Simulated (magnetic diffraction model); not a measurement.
# Solving a magnetic structure from powder neutron data: ErMg₂NbS₆

Space group Fm-3m (no. 225), a = 9.3640 Å.

```
site  atom       x    y    z
  4a    Er       0    0    0
  4b    Nb     1/2    0    0
 24e     S  0.7303    0    0
  8c    Mg     1/4  1/4  3/4
```

The compound is invented for this exercise: a known structure type with other elements, its cell scaled to their sizes and not relaxed.

Only Er is taken to order (form factors of Er3+); orders and moment sizes are assumed, and not adapted to the symmetry. Radiation: neutrons of λ = 1.8 Å, 2° to 85°; isotropic B of 0.4 Å² (Er), 0.63 Å² (Nb), 0.76 Å² (S) and 0.96 Å² (Mg). The intensities are simulated: I ∝ L Σ (|F_N|² + |F_M⊥|²) for unpolarised neutrons, with F_M = 2.695 fm/μB × Σ f(s) S exp(2πi Q·r) exp(−B s²) at Q = H ± k (one set where k and −k are equivalent), only the part normal to Q counting and L = 1/(sin²θ cos θ). For a modulated order the moment at position r is S exp(−2πi k·r) + c.c., with S = m/2 for a sine wave of amplitude m and S = m(u + iv)/2 for moments turning in a plane, u and v being orthogonal unit vectors in it; the phase factor of the sum at Q = H + k is then exp(2πi H·r). Form factors are spin-only for 3d ions and dipole or tabulated for f ions, scattering lengths are Sears's of 1992, and absorption is left out. A label names one of the reflections at its angle. The strongest nuclear line in the range is 100, and lines under 0.2 are left out.

Above the ordering temperature:

```
2θ (°)    index      I
 19.17  (1 1 1)    0.7
 22.16  (2 0 0)   22.5
 31.55  (2 2 0)   92.4
 37.18  (3 1 1)    0.7
 38.90  (2 2 2)   15.1
 45.22  (4 0 0)  100.0
 49.54  (3 3 1)    3.5
 50.91  (4 2 0)   16.8
 56.18  (4 2 2)   59.0
 59.92  (5 1 1)    4.3
 65.87  (4 4 0)   99.7
 69.31  (5 3 1)    0.2
 70.43  (6 0 0)   12.5
 74.87  (6 2 0)   44.9
 78.14  (5 3 3)    0.3
 79.22  (6 2 2)    9.4
 83.50  (4 4 4)   45.2
```

Below it (cell unchanged):

```tsv
2θ (°)	I
17.29	27.4
19.17	0.7
21.53	11.2
22.16	22.5
22.48	18.8
28.98	6.6
31.55	92.4
31.77	9.0
33.73	1.8
34.36	3.2
36.19	13.0
36.79	4.8
37.18	0.7
38.52	10.0
38.90	15.1
40.73	0.8
41.27	3.0
45.22	100.0
45.38	4.0
46.85	4.3
47.34	0.8
48.76	3.3
49.23	2.8
49.54	3.5
50.61	2.8
50.91	16.8
51.06	6.0
52.41	2.7
52.86	3.1
54.61	4.9
55.90	0.2
56.18	59.0
57.58	1.6
58.00	3.4
59.24	4.1
59.65	0.6
```
(The table stops after 36 lines; 33 more lie at higher angle.)

**Question.** Check that the new lines index with k = (0 0 1/3), then choose among these models:
A. moments turning in the plane of [100] and [010], 6.3 μB on Er
B. a sine wave with moments along [001] (amplitudes given), 6.3 μB on Er
C. a sine wave with moments along [010] (amplitudes given), 6.3 μB on Er
D. moments turning in the plane of [001] and [100], 6.3 μB on Er

The new lines index as (1 1 2/3) at 17.29°, (1 1 4/3) at 21.53°, (2 0 1/3) at 22.48° and (2 0 5/3) at 28.98°, that is as H ± k with k = (0 0 1/3), one of 3 inequivalent arms of its star (k and −k counted as one), which a powder can't tell apart. Satellites come in pairs about each point of the reciprocal lattice.

Magnetic intensity, observed (below minus above) and for each model:

| 2θ (°) | index | observed | A | B | C | D |
| --- | --- | --- | --- | --- | --- | --- |
| 3.67 | (0 0 1/3) | <0.2 | 386.1 | <0.2 | 193.0 | 193.0 |
| 17.29 | (1 1 2/3) | 27.4 | 39.6 | 27.4 | 19.8 | 47.3 |
| 18.44 | (0 0 5/3) | <0.2 | 14.7 | <0.2 | 7.3 | 7.3 |
| 21.53 | (1 1 4/3) | 11.2 | 31.1 | 11.2 | 15.6 | 26.8 |
| 22.48 | (2 0 1/3) | 18.8 | 19.9 | 18.8 | 9.9 | 28.7 |
| 33.73 | (1 1 8/3) | 1.8 | 14.2 | 1.8 | 7.1 | 8.8 |
| 36.19 | (3 1 2/3) | 13.0 | 14.1 | 13.0 | 7.1 | 20.1 |
| 38.52 | (3 1 4/3) | 10.0 | 13.5 | 10.0 | 6.8 | 16.8 |

Model B matches.

The absence at (0 0 1/3) is telling: Q lies along the moments there, so the part normal to Q vanishes.

The structure used: k = (0 0 1/3), a sine wave with moments along [001] (amplitudes given), 6.3 μB on Er.

[Logs are printed without paths, hosts, clocks, repeated set-up lines and the standing remarks that a program may print on its own settings, such as how far it seeks lower states.]
